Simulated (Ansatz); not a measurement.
# From PBE to G0W0: Al2InN3 (Cmc2_1), part 2 of 3

Aim: the quasiparticle gap of Al2InN3 (Cmc2_1), starting from PBE.

Ansatz 0.2.0; PBE, then G0W0 on it, plane waves, PAW. Known limits of the many-body steps: finite bands, screening cutoff and k mesh; no spin-orbit coupling in G0W0; d shells not analysed.

So far. Step 2 (Bands along the symmetry lines): Over mesh and path the gap is 2.292 eV, direct, at k = Γ. The pressure in this cell is 4 GPa; the cell is kept.

## (3) The quasiparticle correction

G0W0 replaces the xc potential by a self-energy built once from the orbitals of the start. Levels are corrected in the window of bands that the input names, at points of the mesh.

This step: G0W0 on PBE, plane waves, PAW; PAW set soft_1.

Contents of input.yaml:

```yaml
crystal:
  lattice:
    - [4.8800190524, -2.8055151375, 0.0]
    - [4.8800190524, 2.8055151375, 0.0]
    - [0.0, 0.0, 5.1994618]
  atoms:
    - { symbol: Al, position: [0.00854286, 0.33490025, 0.99162672] }
    - { symbol: Al, position: [0.66509975, 0.99145714, 0.99162672] }
    - { symbol: Al, position: [0.99145714, 0.66509975, 0.49162672] }
    - { symbol: Al, position: [0.33490025, 0.00854286, 0.49162672] }
    - { symbol: In, position: [0.32191553, 0.67808447, 0.98638376] }
    - { symbol: In, position: [0.67808447, 0.32191553, 0.48638376] }
    - { symbol: "N", position: [0.03698256, 0.33358057, 0.35579997] }
    - { symbol: "N", position: [0.66641943, 0.96301744, 0.35579997] }
    - { symbol: "N", position: [0.96301744, 0.66641943, 0.85579997] }
    - { symbol: "N", position: [0.33358057, 0.03698256, 0.85579997] }
    - { symbol: "N", position: [0.29809134, 0.70190866, 0.40676283] }
    - { symbol: "N", position: [0.70190866, 0.29809134, 0.90676283] }
kpoints:
  mp_grid: { grid: [6, 6, 4] }
hamiltonian:
  xc: pbe
  pseudopotentials: { kind: paw, azcp: { folder: soft_1 } }
scf:
  occupations: { method: fixed }
gw:
  n_empty_bands: 780
  ecut_chi: 180.0
  qp_bands: [v4, c4]
  qp_kpoints: band_edges
  screening: { model: contour_deformation }
```

Run with:

```bash
$ ansatz run input.yaml --threads 2 --pin off --max-ram 92160MiB --backend cuda --events-out ev --progress --plain --runs-dir out --devices 1 --max-vram 13GiB
```

Numbers of over 12 decimals in the logs are rounded to 6 here.

Log:

```text
GPUs: using 1 of 1 available (devices: 1).
[...]
GPU FFT provider: cuFFT
GPU libraries: cuBLAS 13.8.2, cuFFT 12.4.0, cuSOLVER 12.3.4
Crystal: 12 atoms, lattice volume = 142.371 Å³
Basis set: ecut = 420 eV, 2793 PW (Γ)
Bands: 46, of which v1, the nominal top of the filled ones, is band 34 counted from 1 (33 counted from 0)
Symmetry: 4 space group operations
[...]
k-points: 39 of 144 (time reversal used)
[...]
GPU buffer pool allocated for 57600 grid points (all kernels)
[...]
SCF iter   1: F=—  HF=-15666.434879 eV  |F-HF|=—  |Δ(HF+E_count)|=         —  Δρ=1.13e-1  dr2=2.20e1  ethr=3.10e-3  ⟨swp⟩=5.0  Hψ=6104  notcnv=0  defer=379
[...]
SCF iter   9: F=-15660.232440 eV  HF=-15660.232440 eV  |F-HF|=9.36e-9  |Δ(HF+E_count)|=   5.88e-7  Δρ=2.78e-6  dr2=9.10e-9  ethr=1.47e-10  ⟨swp⟩=12.9  Hψ=8236  notcnv=0
SCF 1 converged in 9 iterations: F = -15660.232440 eV  dr2 = 9.10e-9
[...]
NSCF: frozen V_eff on 39 k-points, pencils in batches of 32, up to order 184
the band table was solved once the SCF had ended and its energy, with any forces and stress, was formed, with the checks that follow a solve (6919 applications of the Hamiltonian). They found nothing against the state; the energy, forces and stress were not computed again (output.eigenvalues in the input reference)
[...]
NSCF: frozen V_eff on 39 k-points
G₀W₀ screening: q 1/39
[... further progress lines ...]
[...]
SCF converged after 9 iterations
Free energy (F): -15660.232440 eV
[...]
Internal energy: -15660.232440 eV  (E = F + TS)
E sigma→0 (E₀):  -15660.232440 eV
Fermi energy:    8.246112 eV
[...]
--- Band table (eV; the first three rows and the last of 39) ---
  k-point 0: bands = [... 30 lower, 7.6265, 8.1739, 8.1811, 8.2461, 10.5384, 12.7805, 13.5116, 13.8778, ... 8 higher]
  k-point 1: bands = [... 30 lower, 7.6928, 7.8019, 8.0637, 8.1100, 11.4284, 12.9158, 14.1790, 14.3990, ... 8 higher]
  k-point 2: bands = [... 30 lower, 7.8501, 7.8501, 8.1150, 8.1150, 12.6473, 12.6473, 15.0665, 15.0665, ... 8 higher]
  k-point 38: bands = [... 30 lower, 7.3306, 7.3306, 7.6331, 7.6331, 12.9714, 12.9714, 13.9124, 13.9124, ... 8 higher]
--- G₀W₀: contour deformation, 6 samples at zero and on the imaginary axis and 2 off it, 144 q-points, 780 empty bands' worth ---
  eigenvalues of the whole cell's RPA ε∞ on this k-mesh (on a slab, of 1 + 4πα/V) = 5.0770, 5.1059, 5.3372; static W/v taken at q = 0 is 0.191897
  gw.qp_kpoints: band_edges: 35 of 39 stored k-points solved, in 1 pass; an edge of the gap read off the rows below is read off those points alone
    valence top: of the k-points left out ik 23 came nearest to being solved in a further pass, in band 33 (counted from 1, as in the quasiparticle table): it holds the edge there only if its correction is more favourable than any solved in that band by at least 0.467 eV; those differ by 0.114 eV
    conduction bottom: of the k-points left out ik 23 came nearest to being solved in a further pass, in band 35 (counted from 1, as in the quasiparticle table): it holds the edge there only if its correction is more favourable than any solved in that band by at least 2.283 eV; those differ by 0.191 eV
    ik  band        ε_KS         Σx   Σc(E_QP)       V_xc       Z   E_QP_lin       E_QP  E_QP is
     0    31      7.6265   -21.6528     3.1053   -17.6754  0.7605     6.7435     6.7545  root
     0    32      8.1739   -21.8759     2.9706   -18.1057  0.7625     7.3660     7.3744  root
     0    33      8.1811   -21.5582     2.8802   -17.8749  0.7636     7.3697     7.3780  root
     0    34      8.2461   -21.7274     2.9482   -17.9767  0.7624     7.4352     7.4436  root
     0    35     10.5384   -11.1832    -3.4853   -15.0932  0.8000    10.9642    10.9631  root
     0    36     12.7805   -10.1785    -4.4249   -15.1686  0.8036    13.3488    13.3457  root
     0    37     13.5116    -5.8772    -4.2320   -10.3767  0.8216    13.7798    13.7791  root
     0    38     13.8778    -6.3869    -4.3128   -10.9988  0.8176    14.1779    14.1770  root
     1    31      7.6928   -21.6045     3.0333   -17.7221  0.7609     6.8335     6.8438  root
     1    32      7.8019   -21.5481     2.9570   -17.7587  0.7612     6.9597     6.9695  root
     1    33      8.0637   -21.8388     3.0163   -18.0083  0.7618     7.2406     7.2495  root
     1    34      8.1100   -21.7000     2.9469   -17.9371  0.7628     7.2852     7.2941  root
     1    35     11.4284   -11.5993    -3.5936   -15.6572  0.7935    11.8943    11.8927  root
     1    36     12.9158   -10.1826    -4.4841   -15.2524  0.7998    13.5050    13.5015  root
     1    37     14.1790    -6.5990    -4.3723   -11.3222  0.8102    14.5313    14.5299  root
     1    38     14.3990    -6.9528    -4.4351   -11.7611  0.8071    14.7739    14.7722  root
     2    31      7.8501   -21.6886     3.0352   -17.8181  0.7612     7.0050     7.0148  root
     2    32      7.8501   -21.6886     3.0352   -17.8181  0.7612     7.0050     7.0148  root
     2    33      8.1150   -21.5076     2.7556   -17.9822  0.7620     7.3374     7.3452  root
     2    34      8.1150   -21.5076     2.7556   -17.9822  0.7620     7.3374     7.3452  root
     2    35     12.6473   -10.9003    -4.2466   -15.7214  0.7904    13.2252    13.2218  root
     2    36     12.6473   -10.9003    -4.2466   -15.7214  0.7904    13.2252    13.2218  root
     2    37     15.0665    -8.2118    -4.7196   -13.4313  0.7939    15.5697    15.5664  root
     2    38     15.0665    -8.2118    -4.7196   -13.4313  0.7939    15.5697    15.5664  root
     3    31      7.4303   -21.2378     3.0049   -17.3729  0.7599     6.5592     6.5703  root
     3    32      7.6980   -21.2676     2.8719   -17.5854  0.7616     6.8786     6.8878  root
     3    33      8.1132   -21.7651     2.9726   -17.9849  0.7623     7.2969     7.3055  root
     3    34      8.1863   -21.7111     2.9738   -17.9267  0.7621     7.3670     7.3757  root
     3    35     11.0768   -11.6930    -3.4608   -15.5920  0.7950    11.5163    11.5150  root
     3    36     13.0190   -10.2432    -4.4435   -15.2601  0.7999    13.5958    13.5925  root
     3    37     13.7659    -6.4499    -4.2943   -11.0624  0.8162    14.0853    14.0842  root
     3    38     14.0358    -6.7089    -4.3586   -11.4075  0.8129    14.3771    14.3758  root
     4    31      7.4688   -21.1517     2.9546   -17.3598  0.7590     6.6210     6.6315  root
     4    32      7.6232   -21.3442     2.9761   -17.5279  0.7602     6.7727     6.7830  root
     4    33      7.9705   -21.6748     3.0083   -17.8467  0.7614     7.1414     7.1507  root
     4    34      8.0212   -21.6191     2.9547   -17.8464  0.7619     7.1941     7.2032  root
     4    35     11.7208   -11.5321    -3.6988   -15.7153  0.7922    12.2071    12.2051  root
     4    36     13.1538   -10.3051    -4.5086   -15.4094  0.7964    13.7533    13.7495  root
     4    37     14.1018    -7.4044    -4.3873   -12.1981  0.8057    14.5101    14.5082  root
     4    38     14.4171    -7.1897    -4.4496   -12.0443  0.8047    14.8241    14.8221  root
[...]
36    35     12.3598   -11.1003    -4.1733   -15.8156  0.7948    12.9046    12.9018  root
    36    36     13.1005   -10.5978    -4.5117   -15.7373  0.7923    13.7326    13.7283  root
    36    37     13.7505    -9.2333    -4.2584   -13.9764  0.7952    14.2381    14.2353  root
    36    38     14.4059    -7.5839    -4.4069   -12.4110  0.8023    14.8283    14.8261  root
    37    31      7.3324   -21.2172     3.1165   -17.2286  0.7573     6.4484     6.4604  root
    37    32      7.6410   -21.3157     3.0091   -17.4438  0.7609     6.7674     6.7782  root
    37    33      7.6925   -21.2815     2.9711   -17.4653  0.7613     6.8371     6.8473  root
    37    34      7.9522   -21.3550     2.8614   -17.7068  0.7602     7.1568     7.1654  root
    37    35     12.6729   -10.9615    -4.3134   -15.8537  0.7911    13.2552    13.2517  root
    37    36     12.6929    -8.9995    -4.2648   -13.7236  0.8083    13.1542    13.1522  root
    37    37     13.7216    -8.7145    -4.2607   -13.4322  0.8001    14.1810    14.1786  root
    37    38     14.2509    -7.8862    -4.5196   -12.8633  0.7997    14.7111    14.7085  root
```

The job ended after 6.2 min (1 × NVIDIA H100 80GB HBM3 (shared by 6 runs) with 2 threads of AMD EPYC 7R13 (Zen 3), shared host; peak memory 6.5 GiB; 11 min of CPU time).

This step gave:

```yaml
bands_summed: 814
rpa_eps_infinity_on_this_mesh_eigenvalues: 5.077, 5.106, 5.337
plane_waves_in_the_screening_matrix: 767
q_points_in_the_mesh: 144
g0w0_gap_over_the_corrected_points: 3.519 eV
k_of_the_valence_top: 0, 0, 0
k_of_the_conduction_bottom: 0, 0, 0
starting_gap_on_the_mesh: 2.292 eV
z_at_the_valence_top: 0.7624
z_at_the_conduction_bottom: 0.8000
least_direct_g0w0_gap_over_the_corrected_points: 3.519 eV
```

Over 35 of 39 irreducible mesh points the G0W0 gap is 3.519 eV, direct, at k = Γ. The PBE gap of this run on the mesh is 2.292 eV. The two states that bound the G0W0 gap lie that far apart at the start, so the correction of the gap is 3.519 − 2.292 = +1.227 eV.

Labels follow the order of the start: v1 is the top filled band, c1 the lowest empty one; levels that stay degenerate share a row, the window can cut a multiplet, doubted levels are not marked in this list, bands outside the window were not corrected, and the list may be a part of the corrected levels. The levels before and after the correction (eV, zero at the valence-band top of each column):

```
           conduction bottom  valence top
Kohn-Sham               2.29         0.00
     G0W0               3.52         0.00
```

```
           level  occupation  energy (eV)
Kohn-Sham   Γ v4           2       -0.620
Kohn-Sham   Γ v3           2       -0.072
Kohn-Sham   Γ v2           2       -0.065
Kohn-Sham   Γ v1           2        0.000
Kohn-Sham   Γ c1           0        2.292
Kohn-Sham   Γ c2           0        4.534
Kohn-Sham   Γ c3           0        5.266
Kohn-Sham   Γ c4           0        5.632
     G0W0   Γ v4           2       -0.689
     G0W0   Γ v3           2       -0.069
     G0W0   Γ v2           2       -0.066
     G0W0   Γ v1           2        0.000
     G0W0   Γ c1           0        3.519
     G0W0   Γ c2           0        5.902
     G0W0   Γ c3           0        6.335
     G0W0   Γ c4           0        6.733
```

The parts of the quasiparticle energy for the two states that bound the G0W0 gap, in eV on the run's own scale (QP = start + Σx + Σc − Vxc, with Σc at the quasiparticle energy):

```
             edge  k  band   start       Σx      Σc      Vxc      Z      QP
      valence top  Γ    34   8.246  −21.727   2.948  −17.977  0.762   7.444
conduction bottom  Γ    35  10.538  −11.183  −3.485  −15.093  0.800  10.963
```

(Continued in part 3 of 3.)

[Paths, hosts, dates, memory and timing lines, banners, echoed tables and standing remarks are left out of the program output.]

[Logs are printed without paths, hosts, clocks, repeated set-up lines and the standing remarks that a program may print on its own settings, such as how far it seeks lower states.]

[Runs of the session that timed out or met a known fault of the program may be left out.]

[Cells called generated may have been cut or substituted from an entry of the Crystallography Open Database or the Materials Project.]

[Hosts, paths, dates, database ids (printed as entryN), source tags and the programs' standing remarks are cut or masked in the printed files.]

[Where an RPA ε∞ is given, it is that of the G0W0 mesh and is not shown converged in it. Names of k-points follow the symmetry that the program found, which can be lower than the space group named. Band edges on a path are those of the sampled points; other points can move an edge, and change direct to indirect where valleys lie close.]

[Hybrid gaps are those of their k-mesh and are not shown converged in it.]
